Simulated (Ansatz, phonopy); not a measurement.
# How KI (Fm-3m) expands on warming, part 2 of 4

Wanted: α(T), C_P(T) and B(T) of KI in the quasi-harmonic approximation.

What experiment has found for this phase:
- volume expansion coefficient 113.7 1e-6/K near room temperature (given in “Descriptors for thermal expansion in solids”, 2017, arXiv:1701.03966)

Ansatz 0.2.0; DFT LDA, scalar-relativistic, plane waves, PAW (the session's first sound run).

So far. Step 2 (Probe on a coarse mesh): The start is under -1.3 GPa at this level and looks like an insulator or semiconductor on this mesh. Step 5 (Relaxing to small residual forces and stress): The residual pressure is 2.0e-4 GPa, small enough for phonons.

**6. Phonons on strained cells, functional LDA, q-mesh 1×1×1**

The study relaxes the crystal at several strains, solves the phonons on some of them and minimises the free energy at each temperature (static energy, vibrations, the electrons in a metal, and PV under a set pressure); the q-mesh sets how far the force constants reach.

File input.yaml:

```yaml
crystal:
  lattice:
    - [0.0, 3.4087162983, 3.4087162983]
    - [3.4087162983, 0.0, 3.4087162983]
    - [3.4087162983, 3.4087162983, 0.0]
  atoms:
    - { symbol: K, position: [0.0, 0.0, 0.0] }
    - { symbol: I, position: [0.5, 0.5, 0.5] }
kpoints:
  mp_grid: { grid: [8, 8, 8] }
hamiltonian:
  xc: lda
scf:
  occupations: { method: fixed }
  lower_state_search: "off"
output:
  eigenvalues: true
phonons:
  method: dfpt
  qmesh: [1, 1, 1]
  temperatures: { t_max: 500.0, t_step: 25 }
  thermal_expansion: {}
```

Started as:

```console
$ ansatz run input.yaml --threads 8 --pin off --max-ram 16384MiB --backend cpu --events-out ev --progress --plain --runs-dir out
```

Numbers of over 12 decimals in the logs are rounded to 6 here.

The log of the run:

```text
[...]
Crystal: 2 atoms, lattice volume = 79.214 Å³
Basis set: ecut = 487.2 eV, 1917 PW (Γ), exchange–correlation on 72×72×72 points (8 copies of the dense FFT grid, shifted against one another)
Bands: 17, of which v1, the nominal top of the filled ones, is band 13 counted from 1 (12 counted from 0)
Symmetry: 48 space group operations
[...]
k-points: 29 of 512
[...]
SCF iter   1: F=—  HF=-8855.101577 eV  |F-HF|=—  |Δ(HF+E_count)|=         —  Δρ=4.76e-3  dr2=8.34e-3  ethr=1.77e-3  ⟨swp⟩=5.3  Hψ=2345  notcnv=0  defer=55
[...]
SCF iter   8: F=-8855.098602 eV  HF=-8855.098602 eV  |F-HF|=1.82e-12  |Δ(HF+E_count)|=  4.73e-11  Δρ=3.13e-8  dr2=3.48e-13  ethr=1.00e-12  ⟨swp⟩=9.4  Hψ=3099  notcnv=0
SCF 1 converged in 8 iterations: F = -8855.098602 eV  dr2 = 3.48e-13
[...]
relax step   1: F+E_penalty+E_count = -8855.09860194 eV  Δ(F+E_penalty+E_count) = +0.000e0 eV  max|allowed force component| = 2.952e-29 eV/Å  Δτ_max = 0.0000 Å  (8 SCF iters, accepted)
SCF converged after 8 iterations
Free energy (F): -8855.098602 eV
[...]
Internal energy: -8855.098602 eV  (E = F + TS)
E sigma→0 (E₀):  -8855.098602 eV
Fermi energy:    2.900621 eV
[...]
--- Stress (GPa, compression-positive) ---
        0.000365      -0.000000       0.000000
        0.000000       0.000365       0.000000
        0.000000       0.000000       0.000365
  P = ⅓ Tr σ = 0.0004 GPa (0.004 kbar)
--- Band table (eV; the first three rows and the last of 29) ---
  k-point 0: bands = [... 9 lower, -7.8941, 2.9006, 2.9006, 2.9006, 6.7699, 9.1378, 9.1378, 9.1378]
  k-point 1: bands = [... 9 lower, -7.8060, 2.5659, 2.8261, 2.8261, 7.2129, 9.0718, 9.3260, 9.3260]
  k-point 2: bands = [... 9 lower, -7.6221, 1.9346, 2.6581, 2.6581, 7.9128, 9.3648, 9.8225, 9.8225]
  k-point 28: bands = [... 9 lower, -7.5695, 2.0063, 2.0063, 2.1291, 9.1789, 9.1789, 9.5837, 11.2369]
── thermal expansion: 3 new cells, 3 in all ──
thermal expansion: relaxation of cell 2
thermal expansion: relaxation of cell 3
── thermal expansion: 2 new cells, 5 in all ──
thermal expansion: relaxation of cell 4
thermal expansion: phonons of cell 4
thermal expansion: relaxation of cell 5
thermal expansion: phonons of cell 5
── thermal expansion: 8 new cells, 13 in all ──
thermal expansion: relaxation of cell 6
thermal expansion: relaxation of cell 7
thermal expansion: relaxation of cell 8
thermal expansion: relaxation of cell 9
thermal expansion: relaxation of cell 10
thermal expansion: relaxation of cell 11
thermal expansion: relaxation of cell 12
thermal expansion: relaxation of cell 13
thermal expansion: phonons of cell 6
thermal expansion: phonons of cell 7
thermal expansion: phonons of cell 8
thermal expansion: phonons of cell 9
thermal expansion: phonons of cell 10
WARN: thermal expansion: narrow_supercell: the supercell is narrow for a crystal that has a band gap and may be polar, so the expansion can be far off: type phonons.supercell or phonons.qmesh [2, 2, 2] or more in a new run
WARN: thermal expansion: phonon_interpolation_lacks_dipole_term in the phonons of 7 cells: 4, 5, 6, 7, 8, 9, 10
--- Relaxed structure (1 steps of the walk, 1 accepted, 0 SCFs on fresh bases) ---
  F+E_penalty+E_count = -8855.09860194 eV   max|allowed force component| = 2.952e-29 eV/Å
  atoms:
    - { symbol: K, position: [0.0, 0.0, 0.0] }
    - { symbol: I, position: [0.5, 0.5, 0.5] }
--- Thermal expansion: 13 cells in 3 rounds, 0 GPa ---
  no lower state was looked for at cell 4: scf.lower_state_search: off
  without vibrations: a 4.82070, b 4.82070, c 4.82070 Å, V 79.2164 Å³, B 16.01 GPa
  at 0 K: a 4.83390, b 4.83390, c 4.83390 Å, V 79.8689 Å³, B 15.57 GPa
  zero-point expansion: a +0.274, b +0.274, c +0.274, V +0.824 %
      T/K        a/Å        b/Å        c/Å       V/Å³ | expansion of a, b, c, V (1e-6/K)   | that of V in the mean from 25 °C | C_P, C_V (J/mol K of the cell) | B_T, B_S (GPa)
     0.00    4.83390    4.83390    4.83390    79.8689 |    0.00    0.00    0.00    0.00 |  148.15 |     0.000     0.000 |    15.57    15.57
    50.00    4.83787    4.83787    4.83787    80.0657 |   35.84   35.84   35.84  107.52 |  168.51 |    34.589    34.164 |    15.25    15.44
   100.00    4.84856    4.84856    4.84856    80.5978 |   49.69   49.69   49.69  149.08 |  178.90 |    46.640    45.067 |    14.58    15.09
   150.00    4.86141    4.86141    4.86141    81.2402 |   55.74   55.74   55.74  167.21 |  187.39 |    50.561    47.718 |    13.85    14.68
   200.00    4.87558    4.87558    4.87558    81.9528 |   60.68   60.68   60.68  182.04 |  195.96 |    52.973    48.694 |    13.08    14.23
   250.00    4.89102    4.89102    4.89102    82.7339 |   65.91   65.91   65.91  197.73 |  205.30 |    55.122    49.150 |    12.26    13.75
   298.15    4.90724    4.90724    4.90724    83.5599 |   71.83   71.83   71.83  215.50 |       - |    57.346    49.390 |    11.42    13.26
   325.00    4.91697    4.91697    4.91697    84.0577 |   75.74   75.74   75.74  227.21 |  221.88 |    58.751    49.479 |    10.92    12.96
   375.00    4.93668    4.93668    4.93668    85.0727 |   84.74   84.74   84.74  254.22 |  235.58 |    61.906    49.596 |     9.91    12.37
   425.00    4.95911    4.95911    4.95911    86.2374 |   97.37   97.37   97.37  292.11 |  252.61 |    66.228    49.674 |     8.79    11.72
   475.00    4.98555    4.98555    4.98555    87.6244 |  117.01  117.01  117.01  351.04 |  275.04 |    72.853    49.729 |     7.49    10.97
   500.00    5.00104    5.00104    5.00104    88.4436 |  131.96  131.96  131.96  395.88 |  289.55 |    77.864    49.751 |     6.74    10.54
  the static fit leaves 0.001 meV an atom of the energies and, of the stresses, 0.000 GPa of each cell's largest along a strain (root mean squares over the cells), whose Pulay part it has at -0.006 GPa
  vibrations' free energy: its fit leaves 0.0002 meV an atom at the most
  the electrons' free energy at temperature is not in it: every band gap is over 0.52 eV
  free energies summed between the sampled wave vectors
  estimated error of the fitted expansion in any direction: up to 1.087e-6/K, at 500 K (an estimate, not a bound: it was exceeded on models of known expansion)
  by sums over the sampled wave vectors an expansion of the volume parts by up to 296.38e-6/K
  by a static energy of one degree less an expansion of the volume parts by up to 2.96e-6/K
  the FFT grids of the static calculations differ: 36 × 36 × 36, 40 × 40 × 40
  band gaps on the cells' k-points are 3.523 to 3.950 eV
  narrow_supercell: the supercell is narrow for a crystal that has a band gap and may be polar, so the expansion can be far off: type phonons.supercell or phonons.qmesh [2, 2, 2] or more in a new run
  phonon_interpolation_lacks_dipole_term in the phonons of 7 cells: 4, 5, 6, 7, 8, 9, 10
```

It took 49 s on 8 threads of Arm Neoverse V1, shared host; peak memory 0.69 GiB; 4.9 min of CPU time.

Numbers from this step:

```
pressure                                         : 3.65e-4 GPa
volume expansion coefficient at 298 K            : 215.5 1e-6/K
C_P at 298 K                                     : 28.67 J/mol-atom/K
entropy at 298 K                                 : 55.11 J/mol-atom/K
isothermal bulk modulus at 298 K                 : 11.42 GPa
Grüneisen parameter at 298 K                     : 2.507
volume at 298 K                                  : 41.78 Å³/atom
principal linear expansion coefficients at 298 K : 71.83, 71.83, 71.83 1e-6/K
```

Strained cells of the study; zero-point energy where phonons were solved; the pressures are stresses at a fixed cutoff and can carry an offset from the finite basis. Expansion cells, by row:

```csv
cell,|a| (Å),|b| (Å),|c| (Å),V (Å³/atom),E - E_lowest (meV/atom),"pressure, compression positive (GPa)",gap (eV),zero-point energy (meV/atom)
1,4.821,4.821,4.821,39.61,0.002,-0.006,3.869,-
2,4.859,4.859,4.859,40.57,1.103,-0.366,3.807,-
3,4.782,4.782,4.782,38.67,1.162,0.401,3.934,-
4,4.821,4.821,4.821,39.62,0,-0.01,3.868,14.18
5,4.845,4.845,4.845,40.22,0.454,-0.241,3.829,13.7
6,4.86,4.86,4.86,40.59,1.157,-0.374,3.805,13.4
7,4.899,4.899,4.899,41.58,4.458,-0.695,3.744,12.64
8,4.939,4.939,4.939,42.6,9.757,-0.978,3.686,11.89
9,4.979,4.979,4.979,43.64,16.9,-1.224,3.629,11.14
10,5.019,5.019,5.019,44.71,25.76,-1.439,3.575,10.4
11,4.773,4.773,4.773,38.45,1.792,0.505,3.95,-
12,4.797,4.797,4.797,39.03,0.433,0.238,3.909,-
13,5.059,5.059,5.059,45.79,36.08,-1.622,3.523,-
```

Quasi-harmonic; a, b, c are the run's own cell vectors. Expansion, by row:

```csv
T (K),a (Å),b (Å),c (Å),alpha (deg),beta (deg),gamma (deg),cell volume (Å³/cell),alpha_a (1e-6/K),alpha_b (1e-6/K),alpha_c (1e-6/K),alpha_V (1e-6/K),C_P (J/mol-atom/K),C_V (J/mol-atom/K),S (J/mol-atom/K),B_T (GPa),B_S (GPa),Grueneisen,extrapolation,fit error (1e-6/K)
0,4.834,4.834,4.834,60,60,60,79.87,0,0,0,0,0,0,0,15.57,15.57,-,0,0
25,4.835,4.835,4.835,60,60,60,79.9,16.64,16.64,16.64,49.93,8.101,8.078,3.66,15.5,15.55,2.305,0,0.01
50,4.838,4.838,4.838,60,60,60,80.07,35.84,35.84,35.84,107.5,17.3,17.08,12.48,15.25,15.44,2.314,0,0.02
75,4.843,4.843,4.843,60,60,60,80.31,44.82,44.82,44.82,134.5,21.35,20.86,20.37,14.93,15.28,2.326,0,0.02
100,4.849,4.849,4.849,60,60,60,80.6,49.69,49.69,49.69,149.1,23.32,22.53,26.82,14.58,15.09,2.341,0,0.02
125,4.855,4.855,4.855,60,60,60,80.91,53.02,53.02,53.02,159.1,24.48,23.38,32.15,14.22,14.89,2.357,0,0.03
150,4.861,4.861,4.861,60,60,60,81.24,55.74,55.74,55.74,167.2,25.28,23.86,36.69,13.85,14.68,2.375,0,0.04
175,4.868,4.868,4.868,60,60,60,81.59,58.23,58.23,58.23,174.7,25.92,24.15,40.64,13.47,14.46,2.394,0,0.05
200,4.876,4.876,4.876,60,60,60,81.95,60.68,60.68,60.68,182,26.49,24.35,44.13,13.08,14.23,2.414,0,0.07
225,4.883,4.883,4.883,60,60,60,82.33,63.21,63.21,63.21,189.6,27.02,24.48,47.29,12.68,14,2.435,0,0.09
250,4.891,4.891,4.891,60,60,60,82.73,65.91,65.91,65.91,197.7,27.56,24.57,50.16,12.26,13.75,2.458,0,0.1
275,4.899,4.899,4.899,60,60,60,83.15,68.84,68.84,68.84,206.5,28.12,24.64,52.81,11.83,13.5,2.483,0,0.12
298.1,4.907,4.907,4.907,60,60,60,83.56,71.83,71.83,71.83,215.5,28.67,24.7,55.11,11.42,13.26,2.507,0,0.13
300,4.908,4.908,4.908,60,60,60,83.59,72.09,72.09,72.09,216.3,28.72,24.7,55.29,11.38,13.24,2.509,0,0.13
325,4.917,4.917,4.917,60,60,60,84.06,75.74,75.74,75.74,227.2,29.38,24.74,57.61,10.92,12.96,2.538,0,0.14
350,4.927,4.927,4.927,60,60,60,84.55,79.9,79.9,79.9,239.7,30.11,24.77,59.81,10.43,12.68,2.569,0,0.15
375,4.937,4.937,4.937,60,60,60,85.07,84.74,84.74,84.74,254.2,30.95,24.8,61.92,9.91,12.37,2.604,0,0.18
400,4.947,4.947,4.947,60,60,60,85.63,90.46,90.46,90.46,271.4,31.94,24.82,63.95,9.37,12.06,2.642,0,0.21
425,4.959,4.959,4.959,60,60,60,86.24,97.37,97.37,97.37,292.1,33.11,24.84,65.92,8.79,11.72,2.684,0,0.24
450,4.972,4.972,4.972,60,60,60,86.9,106,106,106,317.9,34.57,24.85,67.85,8.17,11.36,2.733,0,0.21
475,4.986,4.986,4.986,60,60,60,87.62,117,117,117,351,36.43,24.86,69.77,7.49,10.97,2.789,0,0.18
500,5.001,5.001,5.001,60,60,60,88.44,132,132,132,395.9,38.93,24.88,71.69,6.74,10.54,2.855,0,1.09
```

Table of expansion coefficient by temperature; values in 1e-6/K:

```csv
temperature (K),volume,principal 1
0,0,0
25,49.9,16.6
50,108,35.8
75,134,44.8
100,149,49.7
125,159,53.0
150,167,55.7
175,175,58.2
200,182,60.7
225,190,63.2
250,198,65.9
275,207,68.8
298,216,71.8
300,216,72.1
325,227,75.7
350,240,79.9
375,254,84.7
400,271,90.5
425,292,97.4
450,318,106
475,351,117
500,396,132
```

At 298 K the volume expansion is 216 × 10⁻⁶/K and B_T is 11.4 GPa. The log warns that this q-mesh is too narrow, so the figure can be far off. The program raised the cutoff to 487.2 eV by itself: with no cutoff typed, the study takes about 1.16 times the default for its relaxations and scales it with the volume for the phonons.

**7. Free-energy fit**

This step: DFT LDA, scalar-relativistic, plane waves, PAW (phonopy 4.10.0).

This step gave:

| Property | Result |
| --- | --- |
| volume expansion coefficient at 300 K | 217.3 1e-6/K |
| isothermal bulk modulus at 300 K | 11.34 GPa |
| C_P at 300 K | 28.76 J/mol-atom/K |
| Grüneisen parameter at 300 K | 2.511 |

Energy (each curve on its own zero) against volume; values in meV/atom:

```csv
volume (Å³/atom),static,F at 0 K,F at 300 K,F at 500 K
39.62,0,1.7,10.4,17.3
40.22,0.45,1.67,8.19,13.3
40.59,1.16,2.08,7.19,11.2
41.58,4.46,4.62,5.9,6.85
42.60,9.76,9.17,6.38,4.17
43.64,16.9,15.6,8.45,2.91
44.71,25.8,23.7,11.9,2.85
```

Phonopy-qha, vinet fit of F(V) at each temperature. Qha vinet, by row:

```csv
T (K),fitted volume (Å³/atom),alpha_V (1e-6/K),B_T (GPa),C_P (J/mol-atom/K),Grueneisen
75,40.16,132.6,14.93,21.43,2.293
100,40.3,148.3,14.59,23.44,2.329
125,40.45,158.6,14.23,24.58,2.352
150,40.62,166.9,13.86,25.36,2.371
175,40.79,174.4,13.48,25.98,2.391
200,40.98,181.9,13.08,26.54,2.412
225,41.17,189.7,12.67,27.07,2.434
250,41.37,198.1,12.24,27.6,2.457
275,41.58,207.2,11.8,28.16,2.483
300,41.8,217.3,11.34,28.76,2.511
325,42.03,228.7,10.86,29.43,2.542
350,42.28,241.5,10.37,30.17,2.575
375,42.54,256.3,9.86,31.02,2.611
400,42.82,273.4,9.33,32.01,2.652
425,43.13,293.5,8.78,33.18,2.696
450,43.45,317.4,8.21,34.57,2.745
475,43.82,346.3,7.62,36.27,2.8
```

Volume expansion coefficient against temperature; values in 1e-6/K:

```csv
temperature (K),"phonopy-qha, Vinet",Ansatz's own study
75,133,134
100,148,149
125,159,159
150,167,167
175,174,175
200,182,182
225,190,190
250,198,198
275,207,207
300,217,216
325,229,227
350,242,240
375,256,254
400,273,271
425,294,292
450,317,318
475,346,351
```

The fit gives a volume expansion of 217 × 10⁻⁶/K at 300 K, against 216 at 298 K from the study itself, whose static fit uses more cells.

(Part 2 of 4 ends here.)

[Logs are printed without paths, hosts, clocks, repeated set-up lines and the standing remarks that a program may print on its own settings, such as how far it seeks lower states.]

[Hosts, paths, dates, database ids (printed as entryN), source tags and the programs' standing remarks are cut or masked in the printed files.]

[A step with changed settings may run another functional than the one named; its input shows which.]
